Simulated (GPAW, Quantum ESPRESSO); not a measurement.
# NaCl (Fm-3m): the Cl K absorption edge, part 2 of 2

Do two independent programs agree on the Cl K edge of NaCl (Fm-3m)? The same cell and functional are run with XSpectra and with GPAW.

Quantum ESPRESSO 7.5 and GPAW 26.7.0; core-hole supercells, plane-wave PAW PBE.

So far. Step 12 (Ground state of the crystal (GPAW)): The mesh shows a gap of 5.16 eV, so the hole is first treated in a charged cell, without the excited electron. Step 13 (Spectrum without a core hole,  (GPAW)): The program stopped, so this step gives no result.

The database entry behind the starting cell differs from later determinations by our own check (an axis about 0.4 % short against later determinations), so it need not match the best structure at ambient conditions.

### Step 15. Spectrum with FCH, Cl atom 1 (GPAW)

The holes are 6.9 Å apart. The excited electron is left out and a uniform background balances the charge. After the field has converged, empty bands are computed with the density fixed and the dipole matrix elements are summed.

xas.py

```python
import numpy as np
from ase import Atoms
from ase.parallel import parprint, paropen
from gpaw import GPAW, PW, FermiDirac, Mixer, MixerDif, setup_paths
from gpaw.test import gen
setup_paths.insert(0, '.')
gen('Cl', name='fch1s', xcname='PBE', corehole=(1, 0, 1), write_xml=True)
from gpaw.mpi import world
world.barrier()

atoms = Atoms('Cl6Na6',
    cell=[[2.81, 5.62, 2.81],
     [2.81, -5.62, 2.81],
     [2.81, -2.81, -5.62]],
    scaled_positions=[[0.75, 0.25, 0],
     [0.41666667, 0.25, 0.33333333],
     [0.25, 0.75, 0],
     [0.08333333, 0.25, 0.66666667],
     [0.91666667, 0.75, 0.33333333],
     [0.58333333, 0.75, 0.66666667],
     [0, 0, 0],
     [0.66666667, 0, 0.33333333],
     [0.5, 0.5, 0],
     [0.33333333, 0, 0.66666667],
     [0.16666667, 0.5, 0.33333333],
     [0.83333333, 0.5, 0.66666667]],
    pbc=True)
atoms.calc = calc = GPAW(legacy_gpaw=True, mode=PW(500, force_complex_dtype=True), xc='PBE', setups={0: 'fch1s'},
    kpts={'size': (3, 3, 3), 'gamma': True}, occupations=FermiDirac(0.02),
    charge=0, mixer=Mixer(0.1, 5, 50), maxiter=150,
    convergence={'density': 0.0001, 'eigenstates': 1e-6}, txt='scf.txt')
energy = atoms.get_potential_energy() + calc.get_reference_energy()
ef = calc.get_fermi_level()
out = dict(energy=energy, fermi=ef, forces=atoms.get_forces().tolist())
parprint(f'all-electron energy {energy:.4f} eV, Fermi level {ef:.4f} eV')
ev = np.array([[calc.get_eigenvalues(k, s) for k in range(len(calc.get_ibz_k_points()))] for s in range(calc.get_number_of_spins())])
out['homo'], out['lumo'], out['counts'] = ev[ev < ef].max(), ev[ev > ef].min(), sorted(set((ev < ef).sum((0, 2)).tolist()))
out['filled'] = (ev[:, 0] < ef).sum(1).tolist()

from ase.units import Ha
from gpaw.xas import dipole_matrix_elements
nb = int(calc.get_number_of_electrons() / 2) + 161
top, nb = nb, nb + 8 + nb // 12
nscf = calc.fixed_density(kpts={'size': (4, 4, 4), 'gamma': True}, nbands=nb,
    convergence={'bands': top, 'eigenstates': 5e-3}, maxiter=60, txt='nscf.txt')
cell = atoms.cell.array
ops = [cell.T @ U.T @ np.linalg.inv(cell.T) for U in nscf.wfs.kd.symmetry.op_scc]
filled = [42]  # bands filled in the ground state, by spin
E = np.arange(-6, 34, 0.1)
fwhm = np.interp(E, [4, 25], [0.9, 3.5])
Y, X, zero, highest = 0, 0, 1e9, 1e9
for spin in range(nscf.get_number_of_spins()):
    wfs = nscf.wfs
    mine = wfs.bd.get_slice()  # this rank's bands
    A = dipole_matrix_elements(wfs.setups[0])
    eps = np.zeros((wfs.kd.nibzkpts, nb))
    d = np.zeros((3, A.shape[1], wfs.kd.nibzkpts, nb), complex)
    for kpt in wfs.kpt_u:
        if kpt.s == spin and 0 in kpt.P_ani:
            eps[kpt.k, mine] = kpt.eps_n * Ha
            d[:, :, kpt.k, mine] = (kpt.weight * wfs.nspins / 2) ** 0.5 * np.inner(A, kpt.P_ani[0])
    world.sum(eps)
    world.sum(d)
    T = np.einsum('amkn,bmkn->abkn', d, d.conj()).real
    T = sum(np.einsum('ai,ijkn,bj->abkn', R, T, R) for R in ops) / len(ops)
    empty = np.ones_like(eps, bool) & (np.arange(nb) >= filled[spin])
    zero, highest = min(zero, eps[empty].min()), min(highest, eps[:, top - 1].min())
    lines = [(eps, T, empty)] if spin == 0 else lines + [(eps, T, empty)]
for eps, T, empty in lines:
    f = np.einsum('aakn->akn', T).reshape(3, -1)
    x = eps.ravel() - zero
    w = np.interp(x, E, fwhm) / 2.35482
    g = np.exp(-0.5 * ((E[:, None] - x) / w) ** 2) / (w * (2 * np.pi) ** 0.5)
    Y = Y + (f * empty.ravel()) @ g.T
    X = X + (f * ~empty.ravel()) @ g.T
out.update(E=E.round(2).tolist(), xas=Y.tolist(), xes=X.tolist(), zero=zero, valid=highest - zero, nk=len(eps), nb=nb)
for i in range(0, len(E), 10):
    parprint(f'{E[i]:7.2f}', *(f'{v:10.3e}' for v in Y[:, i]))
import json
with paropen('out.json', 'w') as f:
    json.dump(out, f)
```

Launch:

```bash
$ OMP_NUM_THREADS=1 mpirun -n 8 gpaw python xas.py
```

The job ended after 2.6 min (8 MPI ranks of AMD EPYC (Zen 3), shared host; peak memory 0.44 GiB).

The Cl K spectrum, Cl atom 1, full core hole (charged cell) (energy from the lowest empty level; intensity scaled to a mean of 1 over the first 20 eV):

```csv
E (eV),intensity
-2.0,0.00
-1.5,0.00
-1.0,0.00
-0.5,0.00
0.0,0.01
0.5,0.05
1.0,0.10
1.5,0.21
2.0,0.67
2.5,1.38
3.0,1.64
3.5,1.93
4.0,2.69
4.5,2.82
5.0,1.65
5.5,0.81
6.0,0.50
6.5,0.42
7.0,0.50
7.5,0.58
8.0,0.64
8.5,0.73
9.0,0.78
9.5,0.77
10.0,0.77
10.5,0.83
11.0,0.95
11.5,1.12
12.0,1.32
12.5,1.53
13.0,1.66
13.5,1.68
14.0,1.55
14.5,1.34
15.0,1.13
15.5,0.96
16.0,0.85
16.5,0.78
17.0,0.74
17.5,0.72
18.0,0.70
18.5,0.69
19.0,0.67
19.5,0.66
20.0,0.67
20.5,0.71
21.0,0.75
21.5,0.81
22.0,0.86
22.5,0.91
23.0,0.94
23.5,0.97
24.0,0.99
24.5,1.00
25.0,1.01
25.5,1.01
26.0,1.02
26.5,1.04
27.0,1.06
27.5,1.08
28.0,1.09
28.5,1.09
29.0,1.08
29.5,1.07
30.0,1.05
30.5,1.03
31.0,1.01
```

Main maxima below 24 eV (height): 4.3 eV (2.96) and 13.3 eV (1.69). 

The hole costs E(hole) − E(ground) = 2832.39 eV, and the lowest empty level of the hole cell on the spectrum's mesh lies at 4.49 eV, which puts the zero at 2836.88 eV. With the free-atom term of -17.92 eV for this edge, the photon energy is 2818.96 eV.

### Step 16. Excitation energy, Cl atom 1 (GPAW)

Changed against the first core-hole run: core hole to XCH, with the smearing that suits a partly filled band.

scf.py

```python
import numpy as np
from ase import Atoms
from ase.parallel import parprint, paropen
from gpaw import GPAW, PW, FermiDirac, Mixer, MixerDif, setup_paths
from gpaw.test import gen
setup_paths.insert(0, '.')
gen('Cl', name='fch1s', xcname='PBE', corehole=(1, 0, 1), write_xml=True)
from gpaw.mpi import world
world.barrier()

atoms = Atoms('Cl6Na6',
    cell=[[2.81, 5.62, 2.81],
     [2.81, -5.62, 2.81],
     [2.81, -2.81, -5.62]],
    scaled_positions=[[0.75, 0.25, 0],
     [0.41666667, 0.25, 0.33333333],
     [0.25, 0.75, 0],
     [0.08333333, 0.25, 0.66666667],
     [0.91666667, 0.75, 0.33333333],
     [0.58333333, 0.75, 0.66666667],
     [0, 0, 0],
     [0.66666667, 0, 0.33333333],
     [0.5, 0.5, 0],
     [0.33333333, 0, 0.66666667],
     [0.16666667, 0.5, 0.33333333],
     [0.83333333, 0.5, 0.66666667]],
    pbc=True)
atoms.calc = calc = GPAW(legacy_gpaw=True, mode=PW(500, force_complex_dtype=True), xc='PBE', setups={0: 'fch1s'},
    kpts={'size': (3, 3, 3), 'gamma': True}, occupations=FermiDirac(0.04),
    charge=-1, mixer=Mixer(0.1, 5, 50), maxiter=150,
    convergence={'density': 0.0001, 'eigenstates': 1e-6}, txt='scf.txt')
energy = atoms.get_potential_energy() + calc.get_reference_energy()
ef = calc.get_fermi_level()
out = dict(energy=energy, fermi=ef, forces=atoms.get_forces().tolist())
parprint(f'all-electron energy {energy:.4f} eV, Fermi level {ef:.4f} eV')
ev = np.array([[calc.get_eigenvalues(k, s) for k in range(len(calc.get_ibz_k_points()))] for s in range(calc.get_number_of_spins())])
out['homo'], out['lumo'], out['counts'] = ev[ev < ef].max(), ev[ev > ef].min(), sorted(set((ev < ef).sum((0, 2)).tolist()))
out['filled'] = (ev[:, 0] < ef).sum(1).tolist()
import json
with paropen('out.json', 'w') as f:
    json.dump(out, f)
```

Launch:

```bash
$ OMP_NUM_THREADS=1 mpirun -n 8 gpaw python scf.py
```

Wall time 34 s (8 MPI ranks); peak memory 0.22 GiB.

The total-energy difference is 2837.70 eV. With the free-atom term of -17.92 eV for this edge, the photon energy is 2819.78 eV.

### Step 17. The two programs side by side

The line shapes differ (Lorentzian half width 0.4 eV up to 4 eV, rising linearly to 1.75 eV at 25 eV (not a setting of the program: the run's 0.4 eV curve was folded afterwards with a further Lorentzian above 4 eV), against Gaussian full width 0.9 eV up to 4 eV, rising linearly to 3.5 eV at 25 eV), so both get a further Gaussian of 1.5 eV full width before they are compared; the Lorentzian tails remain.

```csv
E (eV),XSpectra,GPAW
-2.00,0.07,0.00
-1.25,0.08,0.00
-0.50,0.11,0.01
0.25,0.18,0.05
1.00,0.34,0.18
1.75,0.68,0.58
2.50,1.19,1.22
3.25,1.67,1.85
4.00,1.99,2.28
4.75,1.77,1.97
5.50,1.16,1.11
6.25,0.78,0.60
7.00,0.69,0.53
7.75,0.73,0.61
8.50,0.79,0.71
9.25,0.83,0.76
10.00,0.87,0.81
10.75,0.96,0.93
11.50,1.09,1.14
12.25,1.25,1.40
13.00,1.35,1.57
13.75,1.34,1.54
14.50,1.21,1.33
15.25,1.06,1.08
16.00,0.94,0.89
16.75,0.85,0.78
17.50,0.81,0.73
18.25,0.78,0.70
19.00,0.76,0.68
19.75,0.76,0.68
20.50,0.78,0.72
21.25,0.82,0.78
22.00,0.86,0.86
22.75,0.89,0.92
23.50,0.92,0.96
24.25,0.94,0.99
25.00,0.95,1.01
25.75,0.96,1.02
26.50,0.98,1.04
27.25,1.00,1.06
28.00,1.02,1.08
28.75,1.02,1.08
29.50,1.01,1.07
30.25,1.00,1.04
31.00,0.99,1.02
```

```csv
,XSpectra,GPAW
k mesh of the spectrum,4×4×4,4×4×4
cutoff (eV),844,500
"highest intensity below 16 eV after the common broadening, eV (height)",4.2 (2.00),4.1 (2.30)
"zero, corrected photon energy (eV)",2819.5,2819.0
"core time, hole field and spectrum",1.5 h,21 min
```

### Step 18. What the core hole does

XSpectra's curves. Both curves are counted from their own zero, so only the shift of weight within the empty states shows.

```csv
E (eV),no hole,FCH
-2.0,0.04,0.04
-1.0,0.05,0.06
0.0,0.09,0.10
1.0,0.21,0.24
2.0,0.51,0.72
3.0,0.90,1.50
4.0,1.39,2.16
5.0,2.40,1.53
6.0,1.08,0.68
7.0,0.76,0.63
8.0,0.61,0.67
9.0,0.94,0.84
10.0,0.79,0.76
11.0,0.58,0.93
12.0,1.15,1.27
13.0,1.54,1.62
14.0,1.50,1.57
15.0,1.68,1.14
16.0,1.25,0.91
17.0,0.72,0.75
18.0,0.96,0.80
19.0,0.76,0.72
20.0,0.65,0.69
21.0,0.66,0.79
22.0,0.82,0.97
23.0,0.78,0.92
24.0,0.91,1.19
25.0,0.90,0.96
26.0,0.82,1.00
27.0,0.88,1.07
28.0,1.18,1.25
29.0,1.09,1.14
30.0,1.03,1.05
31.0,0.94,1.05
32.0,0.94,0.95
```

With each curve scaled to its own mean, the area from −2 to 6 eV with the hole is 6.9 against 6.3, and the centre of weight from −1 to 20 eV moves by -0.5 eV (first and strongest maxima below 20 eV: 4.9 eV (2.44), 13.2 eV (1.58) and 14.9 eV (1.68) without the hole, 4.4 eV (2.47), 8.8 eV (0.84) and 13.5 eV (1.83) with it); the shape changes all the same, by 29 % r.m.s.

### Step 19. Against the measurement

Features are paired by their description (first, strongest, rising edge, steepest rise) or, failing that, by nearness after a common offset; their character isn't checked.

XSpectra PBE (Lorentzian half width 0.4 eV up to 4 eV, rising linearly to 1.75 eV at 25 eV (not a setting of the program: the run's 0.4 eV curve was folded afterwards with a further Lorentzian above 4 eV)):

| measured feature | measured (eV) | computed feature | computed (eV) | difference (eV) |
| --- | --- | --- | --- | --- |
| Cl K-edge E0 (maximum of first derivative) | 2826.8 | steepest rise | 2823.6 | -3.2 |

GPAW PBE (Gaussian full width 0.9 eV up to 4 eV, rising linearly to 3.5 eV at 25 eV):

| measured feature | measured (eV) | computed feature | computed (eV) | difference (eV) |
| --- | --- | --- | --- | --- |
| Cl K-edge E0 (maximum of first derivative) | 2826.8 | steepest rise | 2822.8 | -4.0 |

### Step 20. Results

```
absorber and edge                                     : Cl K, atom 1 of the ground-state input (counted from 1)
surroundings                                          : 6 Na at 2.81 Å (octahedral, site symmetry m-3m)
highest intensity below 16 eV (XSpectra, narrow line) : 4.4 eV above the zero, height 2.47
photon energy of the zero, with the added terms       : 2819.5 eV (raw 2837.5 eV; uncertain by a few eV)
```

XSpectra PBE lies 3.2 eV below the measured energy. GPAW PBE lies 4.0 eV below the measured energy. Energy scales of different experiments differ by up to about 1 eV. The two programs agree on the overall shape: 13 % r.m.s. remains over the first 14 eV after a relative shift of 0.0 eV, and their photon-energy zeros differ by 0.6 eV. What differs may come from the PAW partial waves, meshes, cutoffs and line shapes. In XSpectra the Cl K edge of atom 1, with 6 Na at 2.81 Å (octahedral, site symmetry m-3m), has its highest intensity of the first 16 eV at 4.4 eV above the zero, near 2824 eV in photon energy (uncertain by a few eV), 2.5 times the mean level of the first 20 eV (Lorentzian half width 0.4 eV). In XSpectra: With each curve scaled to its own mean, the area from −2 to 6 eV with the hole is 6.9 against 6.3, and the centre of weight from −1 to 20 eV moves by -0.5 eV (first and strongest maxima below 20 eV: 4.9 eV (2.44), 13.2 eV (1.58) and 14.9 eV (1.68) without the hole, 4.4 eV (2.47), 8.8 eV (0.84) and 13.5 eV (1.83) with it); the shape changes all the same, by 29 % r.m.s. In XSpectra the neutral-cell energy lies +0.8 eV from the charged-cell zero, a gap made of the charged-cell error and of where the added electron settles. In GPAW the neutral-cell energy lies +0.8 eV from the charged-cell zero, a gap made of the charged-cell error and of where the added electron settles. The structure is a published determination, not relaxed.

[Logs are printed without paths, hosts, clocks, repeated set-up lines and the standing remarks that a program may print on its own settings, such as how far it seeks lower states.]

[Hosts, paths, dates, database ids (printed as entryN), source tags and the programs' standing remarks are cut or masked in the printed files.]

[Lists of maxima count a maximum above −3 eV only where it reaches 4 % of the highest in the window and stands out from its surroundings by 2 % of it (1.5 % where it reaches 55 %); shoulders and weaker maxima are passed over, and of the rest the first, up to two pre-edge ones and the few strongest are named.]
